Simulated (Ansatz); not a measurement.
# (PbSe)3(SnTe)1 [001] superlattice, started as rocksalt type: phonons and vibrational spectra, part 2 of 2

Task: relax (PbSe)3(SnTe)1 [001] superlattice, started as rocksalt type, then find its harmonic phonons.

Ansatz 0.2.0; DFT LDA, scalar-relativistic, plane waves, PAW.

So far. Step 2 (Relaxation, smearing width 0.01 eV): Electrostatic potential energy in the ac plane at fractional y = 0.000, with atoms of Pb and Se and Te within 0.2 Å of it. With pseudopotentials it is smooth inside the atoms' cores, unlike the true potential. The relaxed cell has a = 4.307, c = 12.194 Å (conventional setting).

The structure was built from a prototype and need not be the compound's stable phase.

### Step 3. Relaxation, smearing width 0.1 eV

The relaxation is repeated from its end, on the mesh and smearing that suit the cell and gap now reached.

File input.yaml:

```yaml
crystal:
  lattice:
    - [3.0458045486, 3.0458045486, 0.0]
    - [-3.0458045486, 3.0458045486, 0.0]
    - [0.0, 0.0, 12.1935598226]
  atoms:
    - { symbol: Pb, position: [0.0, 0.0, 0.006643351] }
    - { symbol: Pb, position: [0.5, 0.5, 0.25] }
    - { symbol: Pb, position: [0.0, 0.0, 0.493356649] }
    - { symbol: Se, position: [0.5, 0.5, -0.0025146368] }
    - { symbol: Se, position: [1.0, 0.0, 0.25] }
    - { symbol: Se, position: [0.5, 0.5, 0.5025146368] }
    - { symbol: Sn, position: [0.5, 0.5, 0.75] }
    - { symbol: Te, position: [1.0, 0.0, 0.75] }
kpoints:
  mp_grid: { grid: [8, 8, 4] }
hamiltonian:
  xc: lda
scf:
  occupations: { method: gaussian, width: 0.1 }
output:
  forces: true
  stress: true
  eigenvalues: true
relax:
  adjacent_minimum: "off"
  f_tol: 0.005
  max_steps: 80
  cell: { stress_tol: 0.05 }
```

Command:

```console
ansatz run input.yaml --threads 8 --pin off --max-ram 14336MiB --backend cpu --events-out ev --progress --plain --runs-dir out
```

Numbers of over 12 decimals in the logs are rounded to 6 here.

The log of the run:

```text
[...]
Crystal: 8 atoms, lattice volume = 226.237 Å³
Basis set: ecut = 420 eV, 4361 PW (Γ)
Bands: 72, of which v1, the nominal top of the filled ones, is band 60 counted from 1 (59 counted from 0)
Symmetry: 16 space group operations
[...]
k-points: 45 of 256
[...]
- [-3.0458045486, 3.0458045486, 0.0]
    - [0.0, 0.0, 12.1935598226]
  atoms:
    - { symbol: Pb, position: [0.0, 0.0, 0.00664335] }
    - { symbol: Pb, position: [0.5, 0.5, 0.250000] }
    - { symbol: Pb, position: [0.0, 0.0, 0.493357] }
    - { symbol: Se, position: [0.5, 0.5, -0.0025146368] }
    - { symbol: Se, position: [1.0, 0.0, 0.250000] }
    - { symbol: Se, position: [0.5, 0.5, 0.502515] }
    - { symbol: Sn, position: [0.5, 0.5, 0.750000] }
    - { symbol: Te, position: [1.0, 0.0, 0.750000] }
[key lines of the parts left out:]
SCF converged after 5 iterations
Free energy (F): -63667.131351 eV
Fermi energy:    9.563262 eV
P = ⅓ Tr σ = -0.0088 GPa (-0.088 kbar)
```

Run time: 13 s. Hardware: 8 threads of Arm Neoverse V2, shared host; peak memory 1.3 GiB.

Little changed from the start: no atom moved by 0.005 Å and no cell edge by 0.1 %.

Numbers from this step:

```yaml
pressure: -0.008781 GPa
gap_on_the_k_mesh: 9.97e-4 eV
direct_gap_on_mesh: 0.04481 eV
```

In this step the volume went from 28.28 to 28.28 Å³/atom.

### Step 4. Tight relaxation

Phonons need a cell at rest on their own settings, so the relaxation is repeated with tight tolerances on forces and stress, using the mesh and the filling of the phonon run that follows.

input.yaml, as its differences from that of step 3:

```diff
@@ -19,3 +19,3 @@
 scf:
-  occupations: { method: gaussian, width: 0.1 }
+  occupations: { method: methfessel_paxton, width: 0.15 }
 output:
@@ -26,4 +26,4 @@
   adjacent_minimum: "off"
-  f_tol: 0.005
-  max_steps: 80
-  cell: { stress_tol: 0.05 }
+  f_tol: 0.001
+  max_steps: 60
+  cell: { stress_tol: 0.01 }
```

The log of the run:

```text
[...]
Crystal: 8 atoms, lattice volume = 226.237 Å³
Basis set: ecut = 420 eV, 4361 PW (Γ)
Bands: 72, of which v1, the nominal top of the filled ones, is band 60 counted from 1 (59 counted from 0)
Symmetry: 16 space group operations
[...]
k-points: 45 of 256
[...]
- [3.045674, 3.045674, 0.0]
    - [-3.045674, 3.045674, 0.0]
    - [0.0, 0.0, 12.194227]
  atoms:
    - { symbol: Pb, position: [0, 0, 0.00666381] }
    - { symbol: Pb, position: [0.5, 0.5, 0.25] }
    - { symbol: Pb, position: [0, 0, 0.493336] }
    - { symbol: Se, position: [0.5, 0.5, -0.00238725] }
    - { symbol: Se, position: [1.0, 0.0, 0.25] }
    - { symbol: Se, position: [0.5, 0.5, 0.502387] }
    - { symbol: Sn, position: [0.5, 0.5, 0.75] }
    - { symbol: Te, position: [1.0, 0.0, 0.75] }
[key lines of the parts left out:]
SCF converged after 8 iterations
Free energy (F): -63667.130212 eV
Fermi energy:    9.550753 eV
P = ⅓ Tr σ = 0.0019 GPa (0.019 kbar)
```

Elapsed: 21 s, on 8 threads; peak memory 1.3 GiB.

Little changed from the start: no atom moved by 0.005 Å and no cell edge by 0.1 %.

This step gave:

| Property | Result |
| --- | --- |
| pressure | 0.001941 GPa |
| gap on the k-mesh | 0 eV |

The largest force component left is 0.98 meV/Å and the pressure is 0.002 GPa, within the tolerances set. The cell now holds 28.28 Å³/atom.

### Step 5. Modes at Γ

The zone centre is the only wavevector solved here; it holds the modes that light can see, as far as symmetry allows. No field response is asked, since the mesh shows no gap.

File input.yaml:

```yaml
crystal:
  lattice:
    - [3.0456738379, 3.0456738379, 0.0]
    - [-3.0456738379, 3.0456738379, 0.0]
    - [0.0, 0.0, 12.1942266317]
  atoms:
    - { symbol: Pb, position: [0.0, 0.0, 0.0066638121] }
    - { symbol: Pb, position: [0.5, 0.5, 0.25] }
    - { symbol: Pb, position: [0.0, 0.0, 0.4933361879] }
    - { symbol: Se, position: [0.5, 0.5, -0.0023872511] }
    - { symbol: Se, position: [1.0, 0.0, 0.25] }
    - { symbol: Se, position: [0.5, 0.5, 0.5023872511] }
    - { symbol: Sn, position: [0.5, 0.5, 0.75] }
    - { symbol: Te, position: [1.0, 0.0, 0.75] }
kpoints:
  mp_grid: { grid: [8, 8, 4] }
hamiltonian:
  xc: lda
scf:
  occupations: { method: methfessel_paxton, width: 0.15 }
output:
  eigenvalues: true
phonons:
  method: dfpt
```

The log of the run:

```text
zone centre: on kpoints.mp_grid the ground state, and the responses unless they are solved on pairs of k-points, stand on 63 of the mesh's 256 k-points, reduced under 4 symmetry operations, with k and −k counted as one. Each operation leaves every solved displacement unchanged or reverses it
[...]
Crystal: 8 atoms, lattice volume = 226.230 Å³
Basis set: ecut = 420 eV, 4361 PW (Γ), exchange–correlation on 60×60×180 points (8 copies of the dense FFT grid, shifted against one another)
Bands: 72, of which v1, the nominal top of the filled ones, is band 60 counted from 1 (59 counted from 0)
Symmetry: 16 space group operations
k-points: 63 of 256 (irreducible under 4 space group operations, time reversal used)
[...]
SCF iter   1: F=—  HF=-63667.149486 eV  |F-HF|=—  |Δ(HF+E_count)|=         —  Δρ=4.75e-3  dr2=4.43e-2  ethr=1.77e-3  ⟨swp⟩=7.7  Hψ=18377  notcnv=0
[...]
SCF iter  15: F=-63667.130214 eV  HF=-63667.130214 eV  |F-HF|=7.28e-12  |Δ(HF+E_count)|=  2.18e-11  S|Δr|=    0.00e0  Δρ=4.47e-8  dr2=9.62e-12  ethr=1.00e-12  ⟨swp⟩=11.9  Hψ=26403  notcnv=0
SCF 1 converged in 15 iterations: F = -63667.130214 eV  dr2 = 9.62e-12
[...]
DFPT response loops at Γ: preconditioner auto → Kerker (q_TF=auto, 2.455 Å⁻¹) (partly filled bands, converged f_vac=0.012); β = 1.00, the filter's whole step (`scf.mixing.beta` (0.50) is not read by the response loops under this deck's `scf.mixing.preconditioner`; to damp them name `kerker` or `kerker_dos`, under which they read `scf.mixing.beta`, and type it under 1.00, their step now; both keys bind the ground state too); Broyden in place of MSR1
SCF converged after 15 iterations
[...]
Free energy (F): -63667.130214 eV
[...]
Internal energy: -63667.131473 eV  (E = F + TS)
E sigma→0 (E₀):  -63667.130529 eV
Entropy (-TS):   0.001259 eV (0.157 meV/atom)
Fermi energy:    9.550753 eV
[...]
--- Band table (eV; the first three rows and the last of 63) ---
  k-point 0: bands = [... 56 lower, 7.3843, 7.3843, 7.5979, 7.7372, 11.6468, 11.7157, 12.4031, 13.2679, ... 8 higher]
  k-point 1: bands = [... 56 lower, 7.3201, 7.3201, 7.6525, 8.5596, 10.9500, 12.4286, 12.9166, 12.9775, ... 8 higher]
  k-point 2: bands = [... 56 lower, 7.1956, 7.1956, 8.1749, 8.4443, 11.4629, 11.8404, 12.4600, 12.9649, ... 8 higher]
  k-point 62: bands = [... 56 lower, 6.8203, 6.8624, 7.0724, 7.1577, 12.7301, 12.8263, 12.9633, 12.9633, ... 8 higher]
--- Phonons (Γ-DFPT): 12 representative perturbations + reference, on 63 of 256 k-points (Σ response iterations 37) ---
  k mesh reduced under 4 symmetry operations, with k and −k counted as one. Each operation leaves every solved displacement unchanged or reverses it
  ASR residual: 1.064e-4 → 0.000e0 eV/Å²; symmetrization residual: 5.381e-5 eV/Å²
  ASR residual per site (eV/Å²): 6.13e-5 1.06e-4 6.13e-5 5.25e-5 2.57e-5 5.25e-5 5.50e-5 7.87e-5
  Γ frequencies (cm⁻¹): -26.97 0.00 0.00 0.00 25.11 25.11 26.85 26.85 31.46 31.46 54.74 54.74 57.66 75.10 75.10 76.77 76.77 77.39 82.55 93.79 93.79 94.65 117.13 130.19
  non-analytic LO–TO correction: not included (Born effective charges unavailable; polar crystals: no LO–TO splitting at Γ)
```

It took 3.8 min on 8 threads; peak memory 3.8 GiB; 30 min of CPU time.

This step gave:

| Property | Result |
| --- | --- |
| sum-rule residual before enforcement | 1.06e-4 eV/Å² |
| point group | 4/mmm |
| highest optical mode at the zone centre (no LO-TO term) | 130.2 cm⁻¹ |
| lowest optical zone-centre mode | -26.97 cm⁻¹ |

Patterns of degenerate modes are one choice out of their space. Modes at Γ, with each element's share of the kinetic energy (negative means imaginary):

```tsv
mode	frequency (cm⁻¹)	symmetry	Pb %	Se %	Sn %	Te %
1	-27.0	A2u	24	39	32	5
2	0.0	acoustic	56	21	11	12
3	0.0	acoustic	56	21	11	12
4	0.0	acoustic	56	21	11	12
5	25.1	Eg	88	12	0	0
6	25.1	Eg	88	12	0	0
7	26.9	Eu	32	1	27	39
8	26.9	Eu	32	1	27	39
9	31.5	Eu	85	14	0	0
10	31.5	Eu	85	14	0	0
11	54.7	Eu	14	68	17	0
12	54.7	Eu	14	68	17	0
13	57.7	A2u	58	38	2	2
14	75.1	Eu	10	86	4	0
15	75.1	Eu	10	86	4	0
16	76.8	Eg	12	88	0	0
17	76.8	Eg	12	88	0	0
18	77.4	A2u	41	1	52	6
19	82.5	A1g	90	10	0	0
20	93.8	Eu	2	8	41	49
21	93.8	Eu	2	8	41	49
22	94.7	A2u	20	28	2	50
23	117.1	A1g	10	90	0	0
24	130.2	A2u	1	72	1	26
```

Displacements in mode 1 (-27.0 cm⁻¹), the largest set to 1:
```
Pb1  0.00  0.00 -0.07
Pb2  0.00  0.00  0.64
Pb3  0.00  0.00 -0.07
Se4  0.00  0.00 -0.90
Se5  0.00  0.00 -0.41
Se6  0.00  0.00 -0.90
Sn7  0.00  0.00  1.00
Te8  0.00  0.00 -0.39
```

Displacements in mode 15 (75.1 cm⁻¹), the largest set to 1:
```
Pb1  0.14  0.00  0.00
Pb2 -0.23  0.00  0.00
Pb3  0.14  0.00  0.00
Se4 -0.73  0.00  0.00
Se5  1.00  0.00  0.00
Se6 -0.73  0.00  0.00
Sn7  0.25  0.00  0.00
Te8  0.00  0.00  0.00
```

Before it was imposed, the acoustic sum rule was missed by 1.1e-4 eV/Å². Small misses are needed for a sound result but don't prove that mesh and cutoff are converged. The lowest optical mode is imaginary, 27.0i cm⁻¹, so the energy falls along it.

### Step 6. Isotope substitution, element Pb, natural mass 207.2 amu

An isotope changes the mass and not the force constants, so no new electronic calculation is needed; the shifts show which modes move this element.

The same force constants with the mass of Pb changed from 207.200 to 203.973 u (phonopy, no LO-TO term). Both lists are sorted by frequency; levels can cross, so a row need not hold one and the same mode. Modes under 3 cm⁻¹ are left out. Isotope shifts, by row:

```tsv
q	rank	natural mass (cm⁻¹)	changed mass (cm⁻¹)
0 0 0	1	-26.97	-27.02
0 0 0	5	25.11	25.29
0 0 0	6	25.11	25.29
0 0 0	7	26.85	26.92
0 0 0	8	26.85	26.92
0 0 0	9	31.46	31.67
0 0 0	10	31.46	31.67
0 0 0	11	54.74	54.8
0 0 0	12	54.74	54.8
0 0 0	13	57.66	57.92
0 0 0	14	75.1	75.16
0 0 0	15	75.1	75.16
0 0 0	16	76.77	76.85
0 0 0	17	76.77	76.85
0 0 0	18	77.39	77.64
0 0 0	19	82.55	83.13
0 0 0	20	93.79	93.8
0 0 0	21	93.79	93.8
0 0 0	22	94.65	94.8
0 0 0	23	117.1	117.2
0 0 0	24	130.2	130.2
```

A mode of this element alone would shift by +0.79 %. The highest zone-centre frequency without the field goes from 130.2 to 130.2 cm⁻¹ (+0.0 %).

### Step 7. Another isotope, element Se, natural mass 78.971 amu

The same for Se, from 78.97 to 81.92 u.

The same force constants with the mass of Se changed from 78.971 to 81.917 u (phonopy, no LO-TO term). Both lists are sorted by frequency; levels can cross, so a row need not hold one and the same mode. Modes under 3 cm⁻¹ are left out. Isotope shifts, by row:

```tsv
q	rank	natural mass (cm⁻¹)	changed mass (cm⁻¹)
0 0 0	1	-26.97	-26.78
0 0 0	5	25.11	25.06
0 0 0	6	25.11	25.06
0 0 0	7	26.85	26.84
0 0 0	8	26.85	26.84
0 0 0	9	31.46	31.38
0 0 0	10	31.46	31.38
0 0 0	11	54.74	54.06
0 0 0	12	54.74	54.06
0 0 0	13	57.66	57.26
0 0 0	14	75.1	73.92
0 0 0	15	75.1	73.92
0 0 0	16	76.77	75.55
0 0 0	17	76.77	75.55
0 0 0	18	77.39	77.37
0 0 0	19	82.55	82.38
0 0 0	20	93.79	93.66
0 0 0	21	93.79	93.66
0 0 0	22	94.65	94.16
0 0 0	23	117.1	115.2
0 0 0	24	130.2	128.5
```

A mode of this element alone would shift by -1.81 %. The highest zone-centre frequency without the field goes from 130.2 to 128.5 cm⁻¹ (-1.3 %).

### Step 8. Isotope substitution, element Sn, natural mass 118.71 amu

The same for Sn, from 118.71 to 123.91 u.

The same force constants with the mass of Sn changed from 118.710 to 123.905 u (phonopy, no LO-TO term). Both lists are sorted by frequency; levels can cross, so a row need not hold one and the same mode. Modes under 3 cm⁻¹ are left out. Isotope shifts, by row:

```tsv
q	rank	natural mass (cm⁻¹)	changed mass (cm⁻¹)
0 0 0	1	-26.97	-26.79
0 0 0	5	25.11	25.11
0 0 0	6	25.11	25.11
0 0 0	7	26.85	26.69
0 0 0	8	26.85	26.69
0 0 0	9	31.46	31.46
0 0 0	10	31.46	31.46
0 0 0	11	54.74	54.54
0 0 0	12	54.74	54.54
0 0 0	13	57.66	57.63
0 0 0	14	75.1	75.03
0 0 0	15	75.1	75.03
0 0 0	16	76.77	76.54
0 0 0	17	76.77	76.77
0 0 0	18	77.39	76.77
0 0 0	19	82.55	82.55
0 0 0	20	93.79	92.99
0 0 0	21	93.79	92.99
0 0 0	22	94.65	94.62
0 0 0	23	117.1	117.1
0 0 0	24	130.2	130.2
```

A mode of this element alone would shift by -2.12 %. The highest zone-centre frequency without the field goes from 130.2 to 130.2 cm⁻¹ (-0.0 %).

### Step 9. Another isotope, element Te, natural mass 127.6 amu

The same for Te, from 127.60 to 129.91 u.

The same force constants with the mass of Te changed from 127.600 to 129.906 u (phonopy, no LO-TO term). Both lists are sorted by frequency; levels can cross, so a row need not hold one and the same mode. Modes under 3 cm⁻¹ are left out. Isotope shifts, by row:

```tsv
q	rank	natural mass (cm⁻¹)	changed mass (cm⁻¹)
0 0 0	1	-26.97	-26.96
0 0 0	5	25.11	25.11
0 0 0	6	25.11	25.11
0 0 0	7	26.85	26.76
0 0 0	8	26.85	26.76
0 0 0	9	31.46	31.46
0 0 0	10	31.46	31.46
0 0 0	11	54.74	54.74
0 0 0	12	54.74	54.74
0 0 0	13	57.66	57.66
0 0 0	14	75.1	75.1
0 0 0	15	75.1	75.1
0 0 0	16	76.77	76.77
0 0 0	17	76.77	76.77
0 0 0	18	77.39	77.35
0 0 0	19	82.55	82.55
0 0 0	20	93.79	93.38
0 0 0	21	93.79	93.38
0 0 0	22	94.65	94.23
0 0 0	23	117.1	117.1
0 0 0	24	130.2	129.9
```

A mode of this element alone would shift by -0.89 %. The highest zone-centre frequency without the field goes from 130.2 to 129.9 cm⁻¹ (-0.2 %).

### Step 10. Summary of results

| Property | Result |
| --- | --- |
| space group after relaxation (within 0.01 Å) | P4/mmm |
| volume per atom | 28.3 Å³ |
| electronic character | no gap on this mesh |
| highest optical mode at the zone centre (no LO-TO term) | 130 cm⁻¹ |
| lowest optical zone-centre mode | -27.0 cm⁻¹ |
| imaginary modes at Γ (the only wavevector solved) | yes |

A zone-centre mode is imaginary (27.0i cm⁻¹), so this structure is not a minimum of the energy. The optical modes at Γ span -27 to 130 cm⁻¹ (negative means imaginary). No dispersion was computed. The highest mode in this list at Γ, 130.2 cm⁻¹, is mostly motion of Se (72 % of the kinetic energy). With no gap, or one that is small against the smearing, the frequencies hang on the k mesh and the smearing, most of all near Kohn anomalies. A semilocal functional can close a gap that the real compound would have, so the metallic treatment may be an artefact of the level. Spin-orbit coupling is left out, which can matter for the heavy elements here. The starting cell was built on a prototype and not taken from a measurement, so the phase need not exist. These are harmonic frequencies at zero temperature: anharmonic shifts, linewidths and thermal expansion are left out.

[Logs are printed without paths, hosts, clocks, repeated set-up lines and the standing remarks that a program may print on its own settings, such as how far it seeks lower states.]

[Hosts, paths, dates, database ids (printed as entryN), source tags and the programs' standing remarks are cut or masked in the printed files.]
